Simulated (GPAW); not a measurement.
**HfSi2P4 monolayer: work function by functional and basis**

How far do functional and basis move the work function of HfSi2P4 monolayer?

Method: GPAW, PAW setups; layer in a repeated cell with vacuum, relaxation of atoms and in-plane cell, in the first sound run; inputs show where later runs differ, in GPAW 26.7.0.

Most raw output is cut from this account.

## (1) The structure

The cell holds 7 atoms: 4 P, 2 Si and 1 Hf. Cell: a = 3.480 Å, b = 3.480 Å, c = 22.887 Å, α = 90.0°, β = 90.0°, γ = 120.0°. Vacuum lies along c.

## (2) Relaxing the atoms

The atoms are relaxed first, since the surface dipole, and with it the work function, follows the positions of the outer layers.

run.py

```python
import json
import numpy as np
from ase import Atoms
from ase.filters import FrechetCellFilter
from ase.optimize import BFGS
from gpaw import GPAW, PW

slab = Atoms(
    ['P', 'Si', 'P', 'Hf', 'P', 'Si', 'P'],
    positions=[
        [0.00000, 0.00000, 7.00000],
        [-0.00000, 2.00918, 7.64444],
        [-0.00000, 2.00918, 9.75444],
        [0.00000, 0.00000, 11.44376],
        [-0.00000, 2.00918, 13.13309],
        [-0.00000, 2.00918, 15.24309],
        [0.00000, 0.00000, 15.88753]],
    cell=[[3.48, 0.0, 0.0], [-1.74, 3.01377, 0.0], [0.0, 0.0, 22.8875]],
    pbc=[True, True, True])

slab.calc = GPAW(mode=PW(600), xc='PBE', kpts={'size': (9, 9, 1), 'gamma': True},
                 occupations={'name': 'fermi-dirac', 'width': 0.05}, nbands='200%',
                 convergence={'density': 1e-05}, maxiter=200,
                 symmetry={'tolerance': 1e-3}, txt='slab.txt')
result = {}
# The in-plane cell is free; stress needs a cell that repeats along all three vectors
path = []
opt = BFGS(FrechetCellFilter(slab, mask=[1, 1, 0, 0, 0, 1]), maxstep=0.2)
opt.attach(lambda: path.append((slab.get_potential_energy(), slab.positions.tolist(), slab.get_forces().tolist())))
result['relaxed'] = bool(opt.run(fmax=0.02, steps=45))
result['path'] = path
result['cell'] = slab.cell.tolist()
print('in-plane lattice', slab.cell.cellpar().round(4)[[0, 1, 5]])
energy = slab.get_potential_energy()
fermi = slab.calc.get_fermi_level()
v = slab.calc.get_electrostatic_potential().mean((0, 1)) - fermi
n = slab.calc.get_pseudo_density().mean((0, 1))
L = slab.cell[2, 2]
z = np.arange(len(v)) * L / len(v)
low, high = slab.positions[:, 2].min(), slab.positions[:, 2].max()
below, above = np.interp([low - 4.8, high + 4.8], z, v)
slopes = [np.interp(x, z, np.gradient(v, z)) for x in (low - 4.8, high + 4.8)]
eps = np.array([[slab.calc.get_eigenvalues(k, s) for k in range(len(slab.calc.get_ibz_k_points()))]
                for s in range(slab.calc.get_number_of_spins())]) - fermi
top, bottom = eps[eps < 0].max(), eps[eps > 0].min()
dipole = slab.get_dipole_moment()[2]
print(f'energy {energy:.4f} eV, Fermi level {fermi:.4f} eV, dipole {dipole:.5f} e A')
print(f'potential 4.8 A off the faces, from the Fermi level: lower {below:.4f} eV, upper {above:.4f} eV')
print(f'slope of the potential there: lower {slopes[0]:.5f}, upper {slopes[1]:.5f} eV/A')
print(f'nearest levels on the mesh: {top:.4f} and {bottom:.4f} eV')
print('magnetic moment', round(slab.get_magnetic_moment(), 3))
result.update(energy=energy, fermi=fermi, dipole=dipole, below=below, above=above, slopes=slopes, edges=[top, bottom],
              z=z.tolist(), v=v.tolist(), n=n.tolist(), positions=slab.positions.tolist(),
              forces=slab.get_forces(apply_constraint=False).tolist(), moments=slab.get_magnetic_moments().tolist())
json.dump(result, open('result.json', 'w'))
```

On the command line:

```sh
> OMP_NUM_THREADS=1 OPENBLAS_NUM_THREADS=1 python run.py
```

The job ended after 18 min (1 thread of Arm Neoverse V1, shared host; peak memory 0.51 GiB).

This step gave:

```yaml
dipole_along_the_normal: 4.33e-4 e·Å
levels_nearest_the_fermi_level_on_the_mesh: -0.2192, 0.002197 eV from the Fermi level
```

The electrostatic potential energy of an electron (without an applied field's), less the Fermi level, planar mean oscillates, so the rows of the table below give means over windows of 1.7 Å about each position, cut where the curve ends. Its maxima inside the range that stand out by 2 % of the span (Å: eV): 7.2: -10.8, 8.9: 2.15, 10.6: -5.11, 12.3: -5.11, 14.0: 2.15, 15.7: -10.8. Its minima: 6.8: -13.5, 7.5: -11.7, 9.9: -11.0, 11.4: -17.3, 13.0: -11.0, 15.3: -11.7, 16.1: -13.5.

Table of electrostatic potential energy of an electron (without an applied field's), less the Fermi level, planar mean by z; means over each step:

```
z (Å)  electrostatic potential energy of an electron (without an applied field's), less the Fermi level, planar mean (eV)
 0.85                                                                                                                5.52
 2.55                                                                                                                5.52
 4.25                                                                                                                5.44
 5.95                                                                                                               -1.72
 7.65                                                                                                               -8.67
 9.35                                                                                                               -3.29
11.05                                                                                                               -10.9
12.75                                                                                                               -7.03
14.45                                                                                                               -2.63
16.15                                                                                                               -8.92
17.85                                                                                                                4.69
19.55                                                                                                                5.51
21.25                                                                                                                5.52
```

Table of pseudo valence density, planar mean by z:

```
z (Å)  pseudo valence density, planar mean (e/Å³)
    3                                      4.5e-5
    4                                      8.3e-4
    5                                      0.0151
    6                                       0.182
    7                                       0.372
    8                                       0.188
    9                                       0.161
   10                                       0.276
   11                                       0.547
   12                                       0.465
   13                                       0.260
   14                                       0.150
   15                                       0.201
   16                                       0.343
   17                                       0.149
   18                                      0.0107
   19                                      5.9e-4
   20                                      3.2e-5
```

The relaxation lowered the energy of the cell by 2.23 eV (energies extrapolated to zero smearing; the optimiser's log prints free energies). The largest force left on a free atom is 0.011 eV/Å.

## (3) Plane waves, PBE

The work function is the vacuum plateau of the electrostatic potential less the Fermi level; a dipole layer lets the two faces have plateaus of their own.

This step: GPAW, PAW setups; slab in vacuum (GPAW 26.7.0).

The cell differs from the one that the last finished run ended in (c 22.887 → 23.493 Å).

run.py: that of step 2 with these lines changed.

```diff
@@ -3,4 +3,2 @@
 from ase import Atoms
-from ase.filters import FrechetCellFilter
-from ase.optimize import BFGS
 from gpaw import GPAW, PW
@@ -10,25 +8,18 @@
     positions=[
-        [0.00000, 0.00000, 7.00000],
-        [-0.00000, 2.00918, 7.64444],
-        [-0.00000, 2.00918, 9.75444],
-        [0.00000, 0.00000, 11.44376],
-        [-0.00000, 2.00918, 13.13309],
-        [-0.00000, 2.00918, 15.24309],
-        [0.00000, 0.00000, 15.88753]],
-    cell=[[3.48, 0.0, 0.0], [-1.74, 3.01377, 0.0], [0.0, 0.0, 22.8875]],
-    pbc=[True, True, True])
+        [-0.00000, 0.00000, 7.00000],
+        [-0.00000, 2.10192, 7.97438],
+        [-0.00000, 2.10192, 10.22693],
+        [-0.00000, -0.00000, 11.74653],
+        [-0.00000, 2.10192, 13.26615],
+        [-0.00000, 2.10192, 15.51869],
+        [-0.00000, 0.00000, 16.49308]],
+    cell=[[3.64064, 0.0, 0.0], [-1.82032, 3.15289, 0.0], [0.0, 0.0, 23.4931]],
+    pbc=[True, True, False])
 
-slab.calc = GPAW(mode=PW(600), xc='PBE', kpts={'size': (9, 9, 1), 'gamma': True},
+slab.calc = GPAW(mode=PW(400), xc='PBE', kpts={'size': (9, 9, 1), 'gamma': True},
                  occupations={'name': 'fermi-dirac', 'width': 0.05}, nbands='200%',
                  convergence={'density': 1e-05}, maxiter=200,
+                 poissonsolver={'dipolelayer': 'xy'},
                  symmetry={'tolerance': 1e-3}, txt='slab.txt')
 result = {}
-# The in-plane cell is free; stress needs a cell that repeats along all three vectors
-path = []
-opt = BFGS(FrechetCellFilter(slab, mask=[1, 1, 0, 0, 0, 1]), maxstep=0.2)
-opt.attach(lambda: path.append((slab.get_potential_energy(), slab.positions.tolist(), slab.get_forces().tolist())))
-result['relaxed'] = bool(opt.run(fmax=0.02, steps=45))
-result['path'] = path
-result['cell'] = slab.cell.tolist()
-print('in-plane lattice', slab.cell.cellpar().round(4)[[0, 1, 5]])
 energy = slab.get_potential_energy()
```

Wall time 65 s (1 thread); peak memory 0.24 GiB.

This step gave:

| Item | Value |
| --- | --- |
| dipole along the normal | -5.89e-4 e·Å |
| levels nearest the Fermi level on the mesh | -0.2194, 0.001947 eV from the Fermi level |
| upper work function | 5.524 eV |
| lower work function | 5.516 eV |

The electrostatic potential energy of an electron (without an applied field's), less the Fermi level, planar mean by z:

```
z (Å)  electrostatic potential energy of an electron (without an applied field's), less the Fermi level, planar mean (eV)
  0.0                                                                                                                5.52
  0.5                                                                                                                5.52
  1.0                                                                                                                5.52
  1.5                                                                                                                5.52
  2.0                                                                                                                5.52
  2.5                                                                                                                5.52
  3.0                                                                                                                5.52
  3.5                                                                                                                5.51
  4.0                                                                                                                5.51
  4.5                                                                                                                5.49
  5.0                                                                                                                5.38
  5.5                                                                                                                4.95
  6.0                                                                                                                3.16
  6.5                                                                                                               -3.29
  7.0                                                                                                               -13.2
  7.5                                                                                                               -10.9
  8.0                                                                                                               -11.3
  8.5                                                                                                               -3.46
  9.0                                                                                                                1.81
  9.5                                                                                                               0.497
 10.0                                                                                                               -8.20
 10.5                                                                                                               -8.57
 11.0                                                                                                               -5.66
 11.5                                                                                                               -14.6
 12.0                                                                                                               -14.5
 12.5                                                                                                               -5.62
 13.0                                                                                                               -8.67
 13.5                                                                                                               -8.07
 14.0                                                                                                               0.569
 14.5                                                                                                                1.78
 15.0                                                                                                               -3.57
 15.5                                                                                                               -11.4
 16.0                                                                                                               -10.9
 16.5                                                                                                               -13.2
 17.0                                                                                                               -3.15
 17.5                                                                                                                3.22
 18.0                                                                                                                4.97
 18.5                                                                                                                5.39
 19.0                                                                                                                5.49
 19.5                                                                                                                5.52
 20.0                                                                                                                5.52
 20.5                                                                                                                5.52
 21.0                                                                                                                5.52
 21.5                                                                                                                5.52
 22.0                                                                                                                5.52
 22.5                                                                                                                5.52
 23.0                                                                                                                5.52
```

The pseudo valence density, planar mean by z:

```
z (Å)  pseudo valence density, planar mean (e/Å³)
    3                                      1.9e-5
    4                                      3.4e-4
    5                                     0.00624
    6                                      0.0996
    7                                       0.293
    8                                       0.236
    9                                       0.140
   10                                       0.250
   11                                       0.391
   12                                       0.742
   13                                       0.324
   14                                       0.190
   15                                       0.170
   16                                       0.383
   17                                       0.235
   18                                      0.0260
   19                                     0.00147
   20                                      8.0e-5
```

The potential is flat to 4.3e-5 eV/Å where it is read, so the vacuum is wide enough.

## (4) Self-consistent run: xc = "revPBE"

The same geometry under revPBE, to see how far the functional moves the levels against the vacuum.

run.py: that of step 3 with these lines changed.

```diff
@@ -18,3 +18,3 @@
 
-slab.calc = GPAW(mode=PW(400), xc='PBE', kpts={'size': (9, 9, 1), 'gamma': True},
+slab.calc = GPAW(mode=PW(400), xc='revPBE', kpts={'size': (9, 9, 1), 'gamma': True},
                  occupations={'name': 'fermi-dirac', 'width': 0.05}, nbands='200%',
```

Wall time 65 s (1 thread); peak memory 0.24 GiB.

This step gave:

* levels nearest the Fermi level on the mesh: -0.01707, 0.08738 eV from the Fermi level
* upper work function: 5.433 eV
* lower work function: 5.426 eV

The electrostatic potential energy of an electron (without an applied field's), less the Fermi level, planar mean oscillates, so the rows of the table below give means over windows of 1.78 Å about each position, cut where the curve ends. Its maxima inside the range that stand out by 2 % of the span (Å: eV): 7.6: -10.8, 9.1: 2.07, 10.9: -5.21, 12.6: -5.21, 14.4: 2.08, 15.9: -10.8. Its minima: 7.0: -13.5, 7.9: -11.8, 10.3: -11.0, 11.7: -17.4, 13.2: -11.0, 15.6: -11.8, 16.5: -13.5.

The electrostatic potential energy of an electron (without an applied field's), less the Fermi level, planar mean by z; means over each step:

z (Å), electrostatic potential energy of an electron (without an applied field's), less the Fermi level, planar mean (eV) and a bar from the least value:
```
     0.89        5.4 ##############################
     2.67        5.4 ##############################
     4.45        5.4 ##############################
     6.23       -1.7 #################
     8.01       -8.2 #####
     9.79       -4.0 #############
    11.57      -10.9 
    13.35       -5.5 ##########
    15.13       -5.4 ##########
    16.91       -5.0 ###########
    18.69        5.2 ##############################
    20.47        5.4 ##############################
    22.25        5.4 ##############################
```

Pseudo valence density, planar mean against z:

```
z (Å)  pseudo valence density, planar mean (e/Å³)
 0.00                                           0
 0.63                                           0
 1.26                                           0
 1.89                                           0
 2.52                                      5.0e-6
 3.15                                      2.9e-5
 3.78                                      1.8e-4
 4.40                                     0.00107
 5.03                                     0.00660
 5.66                                      0.0405
 6.29                                       0.180
 6.92                                       0.274
 7.55                                       0.382
 8.18                                       0.200
 8.81                                       0.144
 9.44                                       0.181
10.07                                       0.251
10.70                                       0.353
11.33                                       0.565
11.96                                       0.789
12.59                                       0.367
13.21                                       0.270
13.84                                       0.219
14.47                                       0.140
15.10                                       0.179
15.73                                       0.319
16.36                                       0.324
16.99                                       0.238
17.62                                      0.0712
18.25                                      0.0122
18.88                                     0.00195
19.51                                      3.2e-4
20.14                                      5.4e-5
20.77                                      8.4e-6
21.40                                      1.6e-6
22.02                                           0
22.65                                           0
23.28                                           0
```

Force by atom:

```
atom  x (eV/Å)  y (eV/Å)  z (eV/Å)    size
  P1    0.0000    0.0000   -0.0780  0.0780
 Si2    0.0000    0.0000   -0.0050  0.0050
  P3    0.0000    0.0000   -0.0653  0.0653
 Hf4    0.0000    0.0000    0.0000  0.0000
  P5    0.0000    0.0000    0.0653  0.0653
 Si6    0.0000    0.0000    0.0050  0.0050
  P7    0.0000    0.0000    0.0780  0.0780
```

The upper face's work function is 5.433 eV, against 5.524 eV in the first plane-wave PBE run at this geometry.

(Continued in part 2 of 3.)

[Logs are printed without paths, hosts, clocks, repeated set-up lines and the standing remarks that a program may print on its own settings, such as how far it seeks lower states.]

[Hosts, paths, dates, database ids (printed as entryN), source tags and the programs' standing remarks are cut or masked in the printed files.]
